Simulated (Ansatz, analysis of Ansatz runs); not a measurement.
**B-H pair in alpha-quartz: local vibrational mode, r2SCAN**

How near does this set-up come to the measured local vibrational mode? Subject: B-H pair in alpha-quartz. Set-up: r2SCAN, 72-site cell, r2SCAN lattice, 500 eV, k: the single point 1/4 1/4 1/4, anharmonic cut along the mode. The model is a cell of 72 host atoms with B put on another atom's site and H put in between. The frequencies come from force constants among the defect atom and its neighbours, with the masses of the isotopes named. A meta-GGA costs about twice a GGA and mends lattice constants and part of the gap.

**The experiment.** O-H stretch, 1H: 3595 cm⁻¹ at 300 K, by diffuse reflectance FTIR with peak fitting (“Structural evolution of water and hydroxyl groups during thermal, mechanical and chemical treatment of high purity natural quartz”, 2020, pmc:9055915).

Calculated with Ansatz 0.2.0; plane-wave PAW DFT, r2SCAN; relaxation of all atoms of a defect supercell.

Report form: the programs' logs are mostly left out.

## Step 1: The structure

The cell holds 73 atoms: 23 Si, 48 O, 1 B and 1 H. Cell: a = 9.844 Å, b = 9.844 Å, c = 10.830 Å, α = 90.0°, β = 90.0°, γ = 120.0°. It derives from SiO2 (space group P3_221). Nearest the centre at fractional (0.249, 0.230, 0.471): H73 at 0.44 Å, B12 at 0.89 Å, O4 at 1.43 Å, O9 at 1.80 Å, O16 at 1.81 Å, O15 at 1.81 Å, Si1 at 2.65 Å, Si19 at 3.12 Å.

The host's primitive cell comes from a first run (plane-wave PAW DFT, r2SCAN; relaxation of the host's cell and atoms): vectors of 4.922, 4.922 and 5.415 Å. That is 12.62 Å³ an atom, 0.4 % over the diffraction cell's volume. The supercell is built on it.

## Step 2: Relaxation, charge 0

Every later number rests on the structure around the defect, so the atoms are relaxed at the host's lattice first.

relax/input.yaml

```yaml
relax:
  f_tol: 0.01
  max_steps: 80
  random_displacement: { amplitude: 0.02, seed: 660 }
crystal:
  lattice:
    - [9.8440549, 0.0, 0.0]
    - [-4.92202745, 8.52520162, 0.0]
    - [0.0, 0.0, 10.83028533]
  atoms:
    - { symbol: Si, position: [0.234489884, 0.0, 0.333333333] }
    - { symbol: Si, position: [0.0, 0.234489884, 0.166666667] }
    - { symbol: Si, position: [0.265510116, 0.265510116, 0.0] }
    - { symbol: O, position: [0.197600121, 0.114150859, 0.375705813] }
    - { symbol: O, position: [0.365509446, 0.07215183, 0.225640741] }
    - { symbol: O, position: [0.42784817, 0.293357616, 0.058974074] }
    - { symbol: O, position: [0.134490554, 0.206642384, 0.107692593] }
    - { symbol: O, position: [0.07215183, 0.365509446, 0.274359259] }
[... 61 atom lines left out ...]
    - { symbol: O, position: [0.634490554, 0.706642384, 0.607692593] }
    - { symbol: O, position: [0.57215183, 0.865509446, 0.774359259] }
    - { symbol: O, position: [0.793357616, 0.92784817, 0.941025926] }
    - { symbol: H, position: [0.233551, 0.194057, 0.441983] }
basis:
  ecutwfc: 500
  xc_grid: 2
hamiltonian:
  xc: r2scan
kpoints:
  mp_grid: { grid: [1, 1, 1], shift: [0.25, 0.25, 0.25] }
scf:
  occupations: { method: fermi_dirac, width: 0.01 }
  max_iter: 120
output:
  forces: true
checkpoint:
  write: "../relax.run"
  compress: false
  write_wavefunctions: true
  write_every: 100000
```

Command:

```console
> ansatz run input.yaml --threads 4 --pin off --max-ram 7536MiB --backend cpu --events-out ev --progress --plain --runs-dir out
```

Run time: 3 min. Hardware: 4 threads of Intel Xeon 6975P-C (Granite Rapids), shared host; peak memory 2.2 GiB.

Step by step:

| step | energy less that of the first step (eV) | largest force component (eV/Å) |
| --- | --- | --- |
| 1 | 0.0000 | 7.8599 |
| 2 | -2.7600 | 3.5804 |
| 3 | -3.7655 | 1.9896 |
| 4 | -4.0590 | 0.6381 |
| 5 | -4.1388 | 0.4772 |
| 6 | -4.2326 | 0.6612 |
| 7 | -4.3476 | 1.2128 |
| 8 | -4.4861 | 0.9521 |
| 9 | -4.5885 | 0.5404 |
| 10 | -4.6127 | 0.7011 |
| 11 | -4.6551 | 0.1873 |
| 12 | -4.6467 | 0.4300 |
| 13 | -4.6637 | 0.1461 |
| 14 | -4.6659 | 0.0471 |
| 15 | -4.6656 | 0.2134 |
| 16 | -4.6665 | 0.0108 |
| 17 | -4.6666 | 0.0031 |

Relaxation steps 12, 15 were tried and not accepted.

The atoms that moved most (Å, from the sites as typed, ahead of the random displacement, the mean shift of all atoms taken out):

| atom | dx | dy | dz | length |
| --- | --- | --- | --- | --- |
| H73 | -0.962 | -1.108 | -0.282 | 1.494 |
| O16 | 0.036 | 0.228 | -0.026 | 0.233 |
| O4 | -0.201 | -0.019 | 0.079 | 0.217 |
| O26 | 0.088 | -0.195 | -0.003 | 0.213 |
| O15 | -0.177 | 0.096 | 0.039 | 0.206 |
| O31 | 0.120 | 0.126 | -0.062 | 0.184 |
| O63 | 0.166 | 0.053 | -0.051 | 0.182 |
| O52 | -0.149 | 0.050 | -0.091 | 0.182 |

The atoms nearest to the centre after the run:

| atom | distance (Å) |
| --- | --- |
| B12 | 1.037 |
| O4 | 1.390 |
| O15 | 1.730 |
| O16 | 1.757 |
| O9 | 1.770 |
| H73 | 1.798 |
| Si1 | 2.726 |
| Si19 | 3.002 |

Neighbours of the added atoms: H73: O4 0.97, Si1 2.21, O63 2.21 Å.

Numbers from this step:

```
free energy : -42254.0613 eV
```

The relaxation ends 64 meV an atom lower than the displaced start, with a largest force component of 0.0031 eV/Å.

## Step 3: Local vibrational modes

A local mode lives on the defect and the atoms next to it, so only the sites listed in the input are displaced, which costs far fewer SCF runs than the whole cell would.

This step: plane-wave PAW DFT, r2SCAN; finite-displacement force constants among the atoms nearest to a defect, the others at rest.

modes/input.yaml

```yaml
crystal:
  lattice:
    - [9.8440549, 0.0, 0.0]
    - [-4.92202745, 8.52520162, 0.0]
    - [0.0, 0.0, 10.83028533]
  atoms:
    - { symbol: Si, position: [0.225714596, -0.0116271, 0.331200439] }
    - { symbol: Si, position: [0.00182991, 0.240534074, 0.169310169] }
[... 1 atom line left out ...]
    - { symbol: O, position: [0.175904667, 0.112123695, 0.383016955] }
[... 3 atom lines left out ...]
    - { symbol: O, position: [0.077885336, 0.362178691, 0.282853035] }
    - { symbol: O, position: [0.301683346, 0.428499327, 0.451954585] }
[... 1 atom line left out ...]
    - { symbol: Si, position: [0.009335357, 0.247250233, 0.667135086] }
    - { symbol: B, position: [0.286319558, 0.318130357, 0.536289985] }
[... 2 atom lines left out ...]
    - { symbol: O, position: [0.415299199, 0.304814349, 0.562573452] }
    - { symbol: O, position: [0.151334164, 0.233604023, 0.605269107] }
[... 2 atom lines left out ...]
    - { symbol: Si, position: [0.240829223, 0.495566075, 0.342700786] }
[... 7 atom lines left out ...]
    - { symbol: O, position: [0.292279426, 0.926084436, 0.440700396] }
[... 19 atom lines left out ...]
    - { symbol: Si, position: [0.490072285, 0.240232121, 0.663683142] }
[... 25 atom lines left out ...]
    - { symbol: H, position: [0.070738967, 0.06431716, 0.415941702] }
basis:
  ecutwfc: 500
  xc_grid: 2
hamiltonian:
  xc: r2scan
kpoints:
  mp_grid: { grid: [1, 1, 1], shift: [0.25, 0.25, 0.25] }
scf:
  occupations: { method: fermi_dirac, width: 0.01 }
  max_iter: 120
output: {}
checkpoint:
  read: "../relax.run"
phonons:
  supercell: [1, 1, 1]
  displaced_sites: [0, 3, 15, 62, 72]
```

It took 4.9 min on 4 threads; peak memory 2.2 GiB.

Read from the output:

```yaml
free_energy: -42254.0613 eV
```

The modes with the largest weight on the probed atoms (the light atom of a pair), for the masses of each isotope. Modes of the displaced atoms (local only where they lie over the host's phonons):

| isotopes | mode (cm⁻¹) | share of the defect atoms |
| --- | --- | --- |
| H | 3737 | 0.942 |
| H | 1000 | 0.661 |
| H | 419.7 | 0.67 |
| D | 2720 | 0.887 |
| D | 771.7 | 0.436 |
| D | 248 | 0.383 |

## Step 4: Point 1 along the mode

A light atom samples the curved part of its well, so the energy is mapped along the mode and the one-dimensional Schrödinger equation solved on it.

This step: plane-wave PAW DFT, r2SCAN; single point of a defect supercell.

cut0/input.yaml

```yaml
crystal:
  lattice:
    - [9.8440549, 0.0, 0.0]
    - [-4.92202745, 8.52520162, 0.0]
    - [0.0, 0.0, 10.83028533]
  atoms:
    - { symbol: Si, position: [0.225693179, -0.011632705, 0.33120911] }
    - { symbol: Si, position: [0.00182991, 0.240534074, 0.169310169] }
[... 1 atom line left out ...]
    - { symbol: O, position: [0.174045303, 0.111357986, 0.383616703] }
[... 3 atom lines left out ...]
    - { symbol: O, position: [0.077885336, 0.362178691, 0.282853035] }
    - { symbol: O, position: [0.301683346, 0.428499327, 0.451954585] }
[... 1 atom line left out ...]
    - { symbol: Si, position: [0.009335357, 0.247250233, 0.667135086] }
    - { symbol: B, position: [0.286319558, 0.318130357, 0.536289985] }
[... 2 atom lines left out ...]
    - { symbol: O, position: [0.415299199, 0.304814349, 0.562573452] }
    - { symbol: O, position: [0.151321785, 0.233600622, 0.605276182] }
[... 2 atom lines left out ...]
    - { symbol: Si, position: [0.240829223, 0.495566075, 0.342700786] }
[... 7 atom lines left out ...]
    - { symbol: O, position: [0.292279426, 0.926084436, 0.440700396] }
[... 19 atom lines left out ...]
    - { symbol: Si, position: [0.490072285, 0.240232121, 0.663683142] }
[... 25 atom lines left out ...]
    - { symbol: H, position: [0.100578956, 0.077112818, 0.406385597] }
basis:
  ecutwfc: 500
  xc_grid: 2
hamiltonian:
  xc: r2scan
kpoints:
  mp_grid: { grid: [1, 1, 1], shift: [0.25, 0.25, 0.25] }
scf:
  occupations: { method: fermi_dirac, width: 0.01 }
  max_iter: 120
output:
  forces: true
checkpoint:
  read: "../relax.run"
```

It took 12 s on 4 threads; peak memory 2.1 GiB.

Numbers from this step:

- free energy: -42249.4605 eV

The series, run alike:

| run | outcome | energy less the first (eV) | moment (μB) | time |
| --- | --- | --- | --- | --- |
| point 1 along the mode | converged | 0.0000 | 0.00 | 12 s |
| point 2 along the mode | converged | -2.6525 | 0.00 | 12 s |
| point 3 along the mode | converged | -3.8514 | 0.00 | 12 s |
| point 4 along the mode | converged | -4.4454 | 0.00 | 13 s |
| point 5 along the mode | converged | -4.4908 | 0.00 | 13 s |
| point 6 along the mode | converged | -4.2257 | 0.00 | 13 s |
| point 7 along the mode | converged | -3.9032 | 0.00 | 12 s |
| point 8 along the mode | converged | -3.4976 | 0.00 | 12 s |
| point 9 along the mode | converged | -3.0883 | 0.00 | 12 s |

## Step 5: Anharmonic fundamental

Analysis of the runs above: one-dimensional Schroedinger equation on a polynomial through r2SCAN energies along the local mode.

It gives:

| Property | Result |
| --- | --- |
| stretch | 3562 cm⁻¹ |
| stretch harmonic | 3737 cm⁻¹ |

Energy against normal coordinate:

| normal coordinate (amu½ Å) | energy (eV) |
| --- | --- |
| -0.285 | 4.60 |
| -0.209 | 1.95 |
| -0.142 | 0.749 |
| -0.071 | 0.155 |
| 0.000 | 0 |
| 0.071 | 0.110 |
| 0.142 | 0.375 |
| 0.209 | 0.698 |
| 0.285 | 1.10 |
| 0.361 | 1.51 |

## Step 6: Results

| Item | Value |
| --- | --- |
| distance from the defect atom to its nearest neighbour | 0.966 Å |
| O-H stretch, 1H | 3562 cm⁻¹ |
| time of the whole chain | 10 min on 4 threads |

**Reading.** O-H stretch, 1H: computed 3562 cm⁻¹, measured 3595 cm⁻¹; 33 cm⁻¹ (1 %) below the measurement. The anharmonic cut moves the O-H stretch, 1H from 3737 to 3562 cm⁻¹; a straight cut leaves out the coupling to the other modes. Only the named neighbours move, so modes near the host's band are approximate.

[Logs are printed without paths, hosts, clocks, repeated set-up lines and the standing remarks that a program may print on its own settings, such as how far it seeks lower states.]

[Hosts, paths, dates, database ids (printed as entryN), source tags and the programs' standing remarks are cut or masked in the printed files.]

[For some hosts the program warned that the k-mesh of the response run may be too coarse for force constants and the static dielectric constant; such warnings are not shown here.]
